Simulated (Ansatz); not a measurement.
## BN(111) slab, H on both faces (250 atoms): geometry optimisation

Wanted: the relaxed structure of BN(111) slab, H on both faces (250 atoms) and its electronic structure.

Calculated with Ansatz 0.2.0; Kohn-Sham DFT, PBE, PAW (set soft_2), plane waves.

## 1. The starting structure

The cell holds 250 atoms: 100 B, 100 N and 50 H. Cell: a = 12.784 Å, b = 12.784 Å, c = 20.995 Å, α = 90.0°, β = 90.0°, γ = 60.0°. It derives from BN (zinc-blende). Zinc-blende BN (a = 3.616 Å), (111) slab of 8 atomic planes, 5 x 5 surface cells, H on the broken bonds of both faces, 12 Å of vacuum; displaced by a Gaussian of 0.02 Å. Regions: slab, 200 atoms (100 B and 100 N); hydrogen, 50 atoms (50 H). Vacuum lies along c.

Limits known from the start: The Brillouin zone is sampled at Γ only, in a cell whose shortest periodic width is 11 Å.

## 2. Single point at the start

A single point comes first, to see the forces before anything moves.

File input.yaml:

```yaml
crystal:
  lattice:
    - [12.78449, 0.0, 0.0]
    - [6.39225, 11.07169, 0.0]
    - [0.0, 0.0, 20.99502]
  atoms:
    - { symbol: B, position: [0.1295, 0.13885, 0.3602] }
    - { symbol: "N", position: [0.00049, 0.99988, 0.33518] }
    - { symbol: B, position: [0.06795, 0.0644, 0.45971] }
    - { symbol: "N", position: [0.13342, 0.13304, 0.43407] }
    - { symbol: B, position: [0.00216, 0.99834, 0.555] }
    - { symbol: "N", position: [0.06922, 0.06489, 0.53321] }
    - { symbol: B, position: [0.13411, 0.13174, 0.65834] }
    - { symbol: "N", position: [0.99832, 0.00252, 0.63487] }
    - { symbol: B, position: [0.13483, 0.33376, 0.35925] }
    - { symbol: "N", position: [0.00126, 0.19914, 0.33515] }
    - { symbol: B, position: [0.06411, 0.26793, 0.45741] }
    - { symbol: "N", position: [0.13317, 0.33404, 0.43424] }
    - { symbol: B, position: [0.99809, 0.19851, 0.55832] }
    - { symbol: "N", position: [0.06722, 0.26866, 0.53394] }
    - { symbol: B, position: [0.13356, 0.33459, 0.65896] }
    - { symbol: "N", position: [0.99917, 0.19968, 0.63268] }
    - { symbol: B, position: [0.13799, 0.53402, 0.36092] }
    - { symbol: "N", position: [0.99962, 0.40424, 0.33383] }
    - { symbol: B, position: [0.06638, 0.46497, 0.45996] }
    - { symbol: "N", position: [0.13609, 0.53145, 0.43661] }
    - { symbol: B, position: [0.99867, 0.40202, 0.55809] }
    - { symbol: "N", position: [0.06672, 0.46682, 0.53443] }
    - { symbol: B, position: [0.13098, 0.5343, 0.65704] }
    - { symbol: "N", position: [0.99969, 0.39963, 0.63064] }
    - { symbol: B, position: [0.13303, 0.73429, 0.35956] }
    - { symbol: "N", position: [0.0025, 0.59832, 0.3337] }
    - { symbol: B, position: [0.06427, 0.6681, 0.45939] }
    - { symbol: "N", position: [0.13569, 0.73328, 0.43479] }
    - { symbol: B, position: [0.9968, 0.60123, 0.55752] }
    - { symbol: "N", position: [0.06792, 0.66632, 0.5331] }
    - { symbol: B, position: [0.13133, 0.73469, 0.65737] }
    - { symbol: "N", position: [0.99876, 0.59902, 0.63233] }
    [... 212 atom lines left out ...]
    - { symbol: H, position: [0.79797, 0.3991, 0.28449] }
    - { symbol: H, position: [0.93163, 0.5329, 0.71525] }
    - { symbol: H, position: [0.80204, 0.59872, 0.28645] }
    - { symbol: H, position: [0.93344, 0.73218, 0.71554] }
    - { symbol: H, position: [0.79994, 0.79741, 0.28402] }
    - { symbol: H, position: [0.93491, 0.93161, 0.71283] }
kpoints:
  mp_grid: { grid: [1, 1, 1] }
hamiltonian:
  xc: pbe
scf:
  occupations: { method: fermi_dirac, width: 0.025 }
output:
  forces: true
```

Run with:

```sh
$ ansatz run input.yaml --threads 4 --pin off --max-ram 8192MiB --backend cpu --events-out ev --progress --plain --runs-dir out
```

Output:

```text
Engine: ansatz 0.2.0, aarch64-unknown-linux-gnu
Pseudopotentials: kind: paw
Pseudopotential: B, paw, valence charge 3, recommended cutoff 420 eV (normal), B.paw.azcp
Pseudopotential: N, paw, valence charge 5, recommended cutoff 420 eV (normal), N.paw.azcp
Pseudopotential: H, paw, valence charge 1, recommended cutoff 420 eV (normal), H.paw.azcp
[... 5 lines on functional and potentials left out ...]
Crystal: 250 atoms, lattice volume = 2971.759 Å³
Basis set: ecut = 420 eV, 58079 PW (Γ), exchange–correlation on 180×180×288 points (8 copies of the dense FFT grid, shifted against one another)
Bands: 675, of which v1, the nominal top of the filled ones, is band 425 counted from 1 (424 counted from 0)
Symmetry: 1 space group operations
Space group: P1 (ITA 1), of the structure as read, at distance tolerance 1.4e-4 Å
k-points: 1
[... 7 lines on functional and potentials left out ...]
Initial density: superposition of atomic densities (neutral atoms: chi_scale 0, normalization atom), corrected by the library's trained network
Initial wavefunctions: pseudopotential atomic-orbital guess
Functional: x = pbe(κ = 0.804, μ = 0.219515), c = pbe(β = 0.066725)
SCF iter   1: F=—  HF=-54999.964795 eV  |F-HF|=—  |Δ(HF+E_count)|=         —  Δρ=8.43e-3  dr2=5.61e1  ethr=1.77e-3  ⟨swp⟩=8.0  Hψ=3659  notcnv=0  defer=182
preconditioner: auto → Resta (q_TF=auto, 2.215 Å⁻¹)  ε∞=2.4  [insulator: Δε(μ)=2.013 eV  Ē_g=16.544 eV  σ=0.025 eV  W_gap=1.00  n_scr=548 (ndim 8)  ℏωp=19.9 eV  f_vac=0.481  D(μ)=0.00/eV (n_scr^D=0)  ε∞_Penn≈2.4  vacuum switching on, ρ_ref=2.0e-2 e/Å³]
SCF iter   2: F=—  HF=-54999.425181 eV  |F-HF|=—  |Δ(HF+E_count)|=   5.40e-1  Δρ=2.54e-2  dr2=3.71e2  ethr=1.77e-3  ⟨swp⟩=2.0  Hψ=991  notcnv=0  defer=245  recentre
preconditioner: auto → LDOS  [metal: Δε(μ)=0.023 eV  Ē_g=15.990 eV  σ=0.025 eV  W_gap=0.22  n_scr=548 (ndim 8)  ℏωp=19.9 eV  f_vac=0.483  D(μ)=86.90/eV (n_scr^D=602)  β→1.0]
SCF iter   3: F=—  HF=-54996.223197 eV  |F-HF|=—  |Δ(HF+E_count)|=    3.20e0  Δρ=6.97e-3  dr2=4.27e1  ethr=1.77e-3  ⟨swp⟩=2.0  Hψ=960  notcnv=0  defer=230
SCF iter   4: F=—  HF=-54992.273786 eV  |F-HF|=—  |Δ(HF+E_count)|=    3.95e0  Δρ=6.31e-3  dr2=3.14e1  ethr=1.77e-3  ⟨swp⟩=1.0  Hψ=567  notcnv=0  defer=48
automatic band count: iteration 4 solves 493 bands in place of 675: the levels show a gap, and the empty bands left out lie too high to hold charge; the band table lists the bands solved (type scf.n_extra_bands for more)
SCF iter   5: F=—  HF=-54989.028733 eV  |F-HF|=—  |Δ(HF+E_count)|=    3.25e0  Δρ=4.74e-3  dr2=3.68e0  ethr=1.77e-3  ⟨swp⟩=2.0  Hψ=448  notcnv=0  defer=48
SCF iter   6: F=—  HF=-54991.658730 eV  |F-HF|=—  |Δ(HF+E_count)|=    2.63e0  Δρ=2.43e-2  dr2=3.43e2  ethr=4.33e-4  ⟨swp⟩=4.0  Hψ=753  notcnv=0  defer=54  recentre
SCF iter   7: F=—  HF=-54993.062015 eV  |F-HF|=—  |Δ(HF+E_count)|=    1.40e0  Δρ=2.74e-2  dr2=3.88e2  ethr=4.33e-4  ⟨swp⟩=5.0  Hψ=1640  notcnv=0  defer=231
automatic band count: iteration 7 solves 675 bands in place of 493: the levels no longer show a gap clear of their residuals, so the SCF keeps every band
SCF iter   8: F=—  HF=-54988.738862 eV  |F-HF|=—  |Δ(HF+E_count)|=    4.32e0  Δρ=6.70e-3  dr2=2.14e1  ethr=4.33e-4  ⟨swp⟩=2.0  Hψ=786  notcnv=0  defer=231
SCF iter   9: F=—  HF=-54988.533566 eV  |F-HF|=—  |Δ(HF+E_count)|=   2.05e-1  Δρ=3.89e-3  dr2=1.56e0  ethr=4.33e-4  ⟨swp⟩=3.0  Hψ=546  notcnv=0  defer=231
SCF iter  10: F=—  HF=-54988.497301 eV  |F-HF|=—  |Δ(HF+E_count)|=   3.63e-2  Δρ=2.14e-3  dr2=1.00e0  ethr=1.84e-4  ⟨swp⟩=3.0  Hψ=838  notcnv=0  defer=231
[...]
SCF iter  19: F=—  HF=-54988.341671 eV  |F-HF|=—  |Δ(HF+E_count)|=   3.50e-4  Δρ=1.06e-4  dr2=1.04e-3  ethr=5.29e-7  ⟨swp⟩=2.0  Hψ=636  notcnv=0  defer=231
SCF iter  20: F=—  HF=-54988.341593 eV  |F-HF|=—  |Δ(HF+E_count)|=   7.85e-5  Δρ=8.15e-5  dr2=7.19e-4  ethr=1.22e-7  ⟨swp⟩=2.0  Hψ=815  notcnv=0  defer=231
SCF iter  21: F=—  HF=-54988.341516 eV  |F-HF|=—  |Δ(HF+E_count)|=   7.65e-5  Δρ=4.23e-5  dr2=1.85e-4  ethr=8.46e-8  ⟨swp⟩=2.0  Hψ=814  notcnv=0  defer=231
SCF iter  22: F=—  HF=-54988.341489 eV  |F-HF|=—  |Δ(HF+E_count)|=   2.69e-5  Δρ=2.67e-5  dr2=5.13e-5  ethr=2.18e-8  ⟨swp⟩=2.0  Hψ=815  notcnv=0  defer=231
SCF iter  23: F=—  HF=-54988.340035 eV  |F-HF|=—  |Δ(HF+E_count)|=   1.45e-3  Δρ=1.22e-5  dr2=1.27e-5  ethr=6.03e-9  ⟨swp⟩=2.0  Hψ=843  notcnv=0  defer=231
SCF iter  24: F=—  HF=-54988.340038 eV  |F-HF|=—  |Δ(HF+E_count)|=   2.81e-6  Δρ=6.65e-6  dr2=2.64e-6  ethr=1.50e-9  ⟨swp⟩=2.0  Hψ=742  notcnv=0  defer=231
SCF iter  25: F=—  HF=-54988.340039 eV  |F-HF|=—  |Δ(HF+E_count)|=   6.84e-7  Δρ=4.71e-6  dr2=1.30e-6  ethr=3.11e-10  ⟨swp⟩=2.0  Hψ=823  notcnv=0  defer=231
SCF iter  26: F=—  HF=-54988.340039 eV  |F-HF|=—  |Δ(HF+E_count)|=   7.97e-8  Δρ=2.72e-6  dr2=3.64e-7  ethr=1.53e-10  ⟨swp⟩=3.0  Hψ=843  notcnv=0  defer=231
SCF iter  27: F=—  HF=-54988.340039 eV  |F-HF|=—  |Δ(HF+E_count)|=   8.88e-9  Δρ=1.46e-6  dr2=1.03e-7  ethr=4.28e-11  ⟨swp⟩=3.0  Hψ=843  notcnv=0  defer=231
SCF iter  28: F=-54988.340039 eV  HF=-54988.340039 eV  |F-HF|=3.41e-8  |Δ(HF+E_count)|=   6.62e-9  Δρ=9.15e-7  dr2=4.45e-8  ethr=1.18e-11  ⟨swp⟩=4.0  Hψ=1817  notcnv=0
SCF 1 converged in 28 iterations: F = -54988.340039 eV  dr2 = 4.45e-8
  greatest PAW one-centre occupation: 0.797 electrons in one spin orbital (limit 2), on the N atom at site 65 (counted from 0), in its partial waves of l = 0
SCF converged after 28 iterations
Free energy (F): -54988.340039 eV
Harris-Foulkes:  -54988.340039 eV  (|F-HF|=3.41e-8)
Internal energy: -54988.263211 eV  (E = F + TS)
E sigma→0 (E₀):  -54988.301625 eV
Entropy (-TS):   -0.076827 eV (-0.307 meV/atom)
Fermi energy:    2.667464 eV
--- Per-component energies (eV) ---
  E_band       = -5796.537796
  E_kinetic    = 19232.513872
  E_local      = -560425.280286  (includes V_loc(G=0)·N_el)
  E_nonlocal   = 5765.712256
  E_hartree    = 272043.714474
  E_xc         = -9775.211324
  E_vxc        = -12174.636386  (∫ρ·V_xc dr)
  E_paw        = -20675.936320  (= ΣΔE_a)
  E_vpaw       = -2282.196795  (= ΣTr[D̂ρ^β])
  E_aug_tail   = -0.056381  (compensation charges beyond the density's cutoff)
  E_ewald      = 238846.280497
  E_smearing   = -0.076827  (= −TS)
  E_closure    = -0.000000  (closes the sum)
  Σ components = -54988.340039   (vs F -54988.340039, Δ=0.00e0)
--- Forces (eV/Å), atoms counted from 1 ---
  atom   1  B      0.55532825    -1.65948598     0.43687563
  atom   2  N     -0.02503956     0.13182296     0.51313864
  atom   3  B      0.20339427     0.93983198     0.59895660
  atom   4  N      0.02003183     0.27889186    -1.56395035
  atom   5  B     -0.67391009     0.43960125     3.41390896
  atom   6  N     -1.36901896     0.60929092    -1.94194317
  atom   7  B     -0.03255061     0.43060691    -0.25932327
  atom   8  N      0.25561521    -0.74127599    -3.27856190
  atom   9  B     -0.05034403     0.60174488     0.52049766
  atom  10  N     -0.59159147     0.91257037    -1.19505274
  atom  11  B      1.10663168    -0.67357283     2.86662574
  atom  12  N     -0.17600019    -0.28250838    -2.15648260
  atom  13  B      1.49217868     0.58044904     1.72482644
  atom  14  N     -0.95171184    -0.66575395    -2.36807280
[...]
atom 249  H     -0.13186588    -0.01026264     0.61058035
  atom 250  H     -0.08542875    -0.03203575     1.27106113
  max |Σ_I F_I| component: 9.86e-5 eV/Å
```

Elapsed: 1.7 min, on 4 threads of Arm Neoverse V2, shared host; peak memory 4.8 GiB.

Numbers from this run:

| Item | Value |
| --- | --- |
| free energy | -54988.3400 eV |
| free energy per atom | -219.9534 eV/atom |
| SCF cycles | 28 |
| r.m.s. force component | 1.061 eV/Å |
| longest force | 3.944 eV/Å |
| Fermi energy | 2.667 eV |

The r.m.s. force component of 1.1 eV/Å sets the starting point.

Length of the force by element and coordination:

| element | coordination | atoms | mean length of the force (eV/Å) | spread | least | most |
| --- | --- | --- | --- | --- | --- | --- |
| B | all | 100 | 1.70 | 0.731 | 0.362 | 3.51 |
| H | all | 50 | 0.803 | 0.649 | 0.0863 | 3.05 |
| N | all | 100 | 1.97 | 0.781 | 0.303 | 3.94 |

## 3. Relaxation

With the cell held, the atoms are moved downhill towards a nearby minimum.

Changes to input.yaml since step 2:

```diff
@@ -15 +15,4 @@
   forces: true
+relax:
+  f_tol: 0.05
+  max_steps: 70
```

Output:

```text
[...]
Crystal: 250 atoms, lattice volume = 2971.759 Å³
Basis set: ecut = 420 eV, 58079 PW (Γ), exchange–correlation on 180×180×288 points (8 copies of the dense FFT grid, shifted against one another)
Bands: 675, of which v1, the nominal top of the filled ones, is band 425 counted from 1 (424 counted from 0)
Symmetry: 1 space group operations
[...]
k-points: 1
[...]
SCF iter   1: F=—  HF=-54999.964793 eV  |F-HF|=—  |Δ(HF+E_count)|=         —  Δρ=8.43e-3  dr2=5.61e1  ethr=1.77e-3  ⟨swp⟩=8.0  Hψ=3659  notcnv=0  defer=182
[...]
SCF iter  21: F=-54988.340024 eV  HF=-54988.340037 eV  |F-HF|=1.29e-5  |Δ(HF+E_count)|=   1.29e-6  Δρ=1.75e-5  dr2=2.12e-5  ethr=7.35e-9  ⟨swp⟩=4.0  Hψ=1683  notcnv=0
SCF 1 converged in 21 iterations: F = -54988.340024 eV  dr2 = 2.12e-5
[...]
relax step   1: F+E_penalty+E_count = -54988.34002410 eV  Δ(F+E_penalty+E_count) = +0.000e0 eV  max|allowed force component| = 3.698e0 eV/Å  Δτ_max = 0.0000 Å  (21 SCF iters, dr2 threshold 6.25e-5 eV, accepted)
[...]
relax step   2: F+E_penalty+E_count = -54994.69530883 eV  Δ(F+E_penalty+E_count) = -6.355e0 eV  max|allowed force component| = 2.284e0 eV/Å  Δτ_max = 0.0946 Å  (12 SCF iters, dr2 threshold 1.00e-4 eV, accepted)
[...]
relax step   3: F+E_penalty+E_count = -54996.85091820 eV  Δ(F+E_penalty+E_count) = -2.156e0 eV  max|allowed force component| = 3.823e-1 eV/Å  Δτ_max = 0.0823 Å  (7 SCF iters, dr2 threshold 1.00e-4 eV, accepted)
relax step   4: F+E_penalty+E_count = -54996.85381555 eV  Δ(F+E_penalty+E_count) = -2.897e-3 eV  max|allowed force component| = 4.954e-1 eV/Å  Δτ_max = 0.0421 Å  (8 SCF iters, dr2 threshold 9.14e-6 eV, accepted)
relax step   5: F+E_penalty+E_count = -54996.29936266 eV  Δ(F+E_penalty+E_count) = +5.545e-1 eV  max|allowed force component| = 1.175e0 eV/Å  Δτ_max = 0.0856 Å  (7 SCF iters, dr2 threshold 1.53e-5 eV, rejected (line search))
relax step   6: F+E_penalty+E_count = -54996.93459251 eV  Δ(F+E_penalty+E_count) = -8.078e-2 eV  max|allowed force component| = 6.761e-2 eV/Å  Δτ_max = 0.0220 Å  (9 SCF iters, accepted)
relax step   7: F+E_penalty+E_count = -54996.93630798 eV  Δ(F+E_penalty+E_count) = -1.715e-3 eV  max|allowed force component| = 3.972e-2 eV/Å  Δτ_max = 0.0054 Å  (7 SCF iters, accepted)
relax step   8: F+E_penalty+E_count = -54996.93680943 eV  Δ(F+E_penalty+E_count) = -5.015e-4 eV  max|allowed force component| = 1.319e-2 eV/Å  Δτ_max = 0.0015 Å  (6 SCF iters, accepted)
relax step   9: F+E_penalty+E_count = -54996.93697183 eV  Δ(F+E_penalty+E_count) = -1.624e-4 eV  max|allowed force component| = 8.266e-3 eV/Å  Δτ_max = 0.0006 Å  (5 SCF iters, accepted)
relax step  10: F+E_penalty+E_count = -54996.93707296 eV  Δ(F+E_penalty+E_count) = -1.011e-4 eV  max|allowed force component| = 5.044e-3 eV/Å  Δτ_max = 0.0008 Å  (5 SCF iters, accepted)
[...]
relax step  11: F+E_penalty+E_count = -54996.93708651 eV  Δ(F+E_penalty+E_count) = -1.355e-5 eV  max|allowed force component| = 1.691e-3 eV/Å  Δτ_max = 0.0004 Å  (5 SCF iters, accepted)
SCF converged after 5 iterations
Free energy (F): -54996.937087 eV
[...]
Internal energy: -54996.936096 eV  (E = F + TS)
E sigma→0 (E₀):  -54996.936591 eV
Entropy (-TS):   -0.000990 eV (-0.004 meV/atom)
Fermi energy:    2.552313 eV
[...]
--- Forces (eV/Å), atoms counted from 1 ---
  atom   1  B      0.00000173     0.00011433     0.00148876
  atom   2  N     -0.00033119     0.00004441     0.00016184
  atom   3  B      0.00000674     0.00004110     0.00019110
  atom   4  N     -0.00021183     0.00029394    -0.00111657
  atom   5  B      0.00012089    -0.00018371     0.00037368
  atom   6  N     -0.00034189     0.00009052    -0.00049100
  atom   7  B      0.00046130     0.00101726    -0.00060181
  atom   8  N     -0.00058360     0.00021220    -0.00019023
  atom   9  B     -0.00003090    -0.00019663     0.00169180
  atom  10  N      0.00001537     0.00030001     0.00034042
  atom  11  B      0.00006910    -0.00020796     0.00014600
  atom  12  N     -0.00002185    -0.00001797    -0.00158104
  atom  13  B      0.00022737    -0.00020668     0.00015037
  atom  14  N     -0.00020433     0.00009515    -0.00057291
[...]
atom 249  H      0.00011600    -0.00056147     0.00020991
  atom 250  H     -0.00006076    -0.00029701     0.00010550
  max |Σ_I F_I| component: 1.22e-4 eV/Å
--- Relaxed structure (11 steps of the walk, 10 accepted, 0 SCFs on fresh bases) ---
  F+E_penalty+E_count = -54996.93708651 eV   max|allowed force component| = 1.691e-3 eV/Å
  atoms:
    - { symbol: B, position: [0.133334, 0.133695, 0.360008] }
    - { symbol: N, position: [-1.049809e-6, 1.000361, 0.334626] }
    - { symbol: B, position: [0.066678, 0.067040, 0.459592] }
    - { symbol: N, position: [0.133335, 0.133695, 0.432391] }
[...]
- { symbol: H, position: [0.932767, 0.933136, 0.715615] }
```

Elapsed: 7.7 min, on 4 threads; peak memory 4.8 GiB.

The steps of the relaxation:

```csv
step,energy less that of the first step (eV),largest force component (eV/Å)
1,0.0000,3.6982
2,-6.3553,2.2839
3,-8.5109,0.3823
4,-8.5138,0.4954
5,-7.9593,1.1749
6,-8.5946,0.0676
7,-8.5963,0.0397
8,-8.5968,0.0132
9,-8.5969,0.0083
10,-8.5970,0.0050
11,-8.5971,0.0017
```

Relaxation step 5 was tried and not accepted.

The atoms that moved most (Å):

```csv
atom,dx,dy,dz,length
N96,0.055,0.003,-0.086,0.102
N20,-0.021,0.025,-0.089,0.094
B5,-0.015,0.022,0.083,0.087
N8,0.014,-0.020,-0.080,0.084
B153,0.009,0.009,0.082,0.083
N150,0.006,-0.009,-0.074,0.075
H232,-0.014,0.042,0.059,0.074
N104,-0.018,-0.020,-0.069,0.074
```

The relaxation changed the energy by -34.4 meV/atom, and atoms moved by 0.042 Å r.m.s., 0.10 Å at most.

## 4. Local order after relaxation

Bonds before and after, by the cutoffs listed below:

```csv
pair,bonds before,bonds after,mean before (Å),mean after (Å),spread before (Å),spread after (Å)
B-N,375,375,1.566,1.567,0.029,0.028
B-H,25,25,1.198,1.199,0.025,0.000
N-H,25,25,1.019,1.034,0.028,0.000
```

Normalised to the volume that the atoms fill. Pair distribution functions g(r), in bins of 0.2 Å:

```
r (Å)  total   B-B   B-N   B-H   N-N   N-H    H-H
 1.00   0.47  0.00  0.00  0.00  0.00  2.96   0.00
 1.20   0.36  0.00  0.00  2.25  0.00  0.00   0.00
 1.40   0.00  0.00  0.00  0.00  0.00  0.00   0.00
 1.60   3.03  0.00  9.49  0.00  0.00  0.00   0.00
 1.80   0.00  0.00  0.00  0.00  0.00  0.00   0.00
 2.00   0.00  0.00  0.00  0.00  0.00  0.00   0.00
 2.20   0.32  0.00  0.00  1.97  0.00  0.00   0.00
 2.40   0.28  0.00  0.00  0.00  0.00  1.73   0.00
 2.60   3.60  9.85  0.00  0.00  9.90  0.00  11.25
 2.80   0.76  0.00  0.00  2.33  0.00  2.42   0.00
 3.00   2.15  0.00  6.72  0.00  0.00  0.00   0.00
 3.20   0.00  0.00  0.00  0.00  0.00  0.00   0.00
 3.40   0.39  0.00  0.00  0.84  0.00  1.57   0.00
 3.60   0.80  2.13  0.00  0.71  2.15  0.00   0.00
 3.80   0.20  0.00  0.62  0.00  0.00  0.00   0.00
 4.00   1.16  0.00  3.31  0.60  0.00  0.00   0.00
 4.20   0.44  0.00  0.00  1.04  0.00  1.74   0.00
 4.40   2.11  5.70  0.00  0.48  5.74  0.33   3.81
 4.60   0.83  0.00  1.71  0.89  0.00  0.91   0.00
 4.80   0.57  0.00  1.39  0.42  0.00  0.39   0.00
 5.00   0.22  0.00  0.00  0.24  0.36  0.76   0.00
 5.20   1.03  2.13  0.00  1.15  1.77  0.69   2.84
 5.40   1.40  0.00  3.59  0.65  0.00  0.94   0.00
 5.60   0.36  0.19  0.00  0.91  0.58  0.59   0.00
 5.80   0.85  2.65  0.14  0.10  2.27  0.00   0.00
 6.00   0.48  0.00  1.32  0.00  0.00  0.35   0.00
 6.20   0.60  0.79  0.00  1.45  0.79  0.73   0.00
 6.40   0.89  0.00  2.12  0.44  0.00  0.89   0.00
```

Bonds by pair of elements; cutoffs follow the first minimum of g(r), held within bounds set by covalent radii, and pairs that aren't listed don't count as bonded:

```csv
pair A-B,cutoff (Å),bonds,mean length (Å),spread (Å),shortest (Å),B about A,A about B
B-N,1.89,375,1.57,0.028,1.51,3.75,3.75
B-H,1.44,25,1.20,0,1.20,0.25,0.5
N-H,1.27,25,1.03,0,1.03,0.25,0.5
```

How many atoms have how many bonded neighbours:

```
element  mean   1    4
      B     4   0  100
      H     1  50    0
      N     4   0  100
```

Bond angles, per cent of each kind in bins of 5°:

```csv
angle (°),N-B-N,B-N-B,B-N-H,H-B-N
105–110,71.4,57.1,100.0,0.0
110–115,28.6,42.9,0.0,100.0
```

Bond angles (no mean is given where the spread exceeds 20°):

```csv
angle,count,mean (°),spread (°)
N-B-N,525,109,1.5
B-N-B,525,109,1.7
B-N-H,75,110,0
H-B-N,75,111,0.7
```

By these cutoffs all B atoms have 4, all H atoms have 1 and all N atoms have 4 bonded neighbours. The N-B-N angle averages 109° with a spread of 1.5°.

(Continued in part 2 of 2.)

[Long decimals in the printed logs are rounded to 6 places.]

[Logs are printed without paths, hosts, clocks, repeated set-up lines and the standing remarks that a program may print on its own settings, such as how far it seeks lower states.]

[Hosts, paths, dates, database ids (printed as entryN), source tags and the programs' standing remarks are cut or masked in the printed files.]

[A walk said to have stopped at its limit may instead have ended on an SCF cycle that didn't converge.]
